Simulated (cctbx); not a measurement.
**Diagnosing a refinement**

Cell a = 6.8000 Å, b = 4.2180 Å, c = 7.0260 Å, α = 90.00°, β = 90.00°, γ = 90.00°; space group Pnma (no. 62).

Simulated single-crystal data (cctbx): Mo Kα, λ = 0.71073 Å, to d = 0.84 Å, 70 % of the full sphere, strongest reflection 5000 counts, noise from counting, a 2 % proportional error and a noise floor of 2 counts (s.d.); no absorption.

An anisotropic refinement with weights 1/σ² prints:

```text
Rint 0.039, 201 unique reflections to 0.84 A
cycle     R1     wR2    GooF  max shift (A)
   1  0.3000  0.6167  17.922   0.06213
   3  0.2819  0.5528  16.063   0.00037
final R1 0.2820 wR2 0.5528 GooF 16.063  parameters 12  data/parameter 16.8
atom        x        y        z      Ueq    occ   su(xyz)  su(Uiso or U11)
Er1    0.98433  0.75000  0.82375   0.0055  1.000  0.00118  0.0048
Mn1    0.86212  0.75000  0.42682   0.0087  1.000  0.00466  0.0177  NPD
difference map: max 82.90 min -12.25 rms 6.11
Q1    0.2503  0.2500  0.8706    4   84.46  2.23 A from Mn1
Q2    0.0291  0.2500  0.1561    4   47.69  0.17 A from Er1
Q3    0.1336  0.2500  0.5413    4   22.55  0.23 A from Mn1
Q4    0.2481  0.2500  0.4415    4   14.77  1.19 A from Mn1
Q5    0.2381  0.2500  0.0973    4   12.23  1.61 A from Er1
Q6    0.0598  0.7500  0.0866    4   11.65  1.92 A from Er1
```

**Question.** Can this result stand? If not, what is the likely fault?

Mend it. The fault: an atom left out, Zn at (0.2499, 3/4, 0.3769). Against the right model at the same level, R1 goes from 0.0134 to 0.2820 and GooF from 0.83 to 16.06, the top difference peak, 84.5 e/Å³, lies 2.23 Å from Mn1 and Mn1 goes non-positive-definite. Q1 is the missing atom. With scattering power missing, scale and phases suffer, so peaks may also grow on the heavy atoms.

The compound is ErMnZn. The right model at the same level gives:

```text
Rint 0.039, 201 unique reflections to 0.84 A
cycle     R1     wR2    GooF  max shift (A)
   1  0.0171  0.0354   1.046   0.00080
   2  0.0134  0.0282   0.833   0.00000
final R1 0.0134 wR2 0.0282 GooF 0.833  parameters 18  data/parameter 11.2
atom        x        y        z      Ueq    occ   su(xyz)  su(Uiso or U11)
Er1    0.98305  0.75000  0.82814   0.0120  1.000  0.00006  0.0002
Zn1    0.24995  0.75000  0.37731   0.0186  1.000  0.00017  0.0006
Mn1    0.86272  0.75000  0.43556   0.0158  1.000  0.00021  0.0007
difference map: max 0.81 min -1.36 rms 0.25
Q1    0.0159  0.2500  0.9625    4    0.86  1.47 A from Er1
Q2    0.0914  0.7500  0.9094    4    0.72  0.93 A from Er1
Q3    0.2626  0.0068  0.3869    8    0.71  1.09 A from Zn1
Q4    0.1996  0.2500  0.4067    4    0.71  1.19 A from Mn1
Q5    0.0662  0.2500  0.6425    4    0.70  0.73 A from Mn1
Q6    0.0241  0.9796  0.7575    8    0.67  1.12 A from Er1
```

The model is made up (kin elements in a known structure type, no relaxation), so it says nothing on whether the phase exists.

[Middle refinement cycles are left out of these outputs.]

[Logs are printed without paths, hosts, clocks, repeated set-up lines and the standing remarks that a program may print on its own settings, such as how far it seeks lower states.]
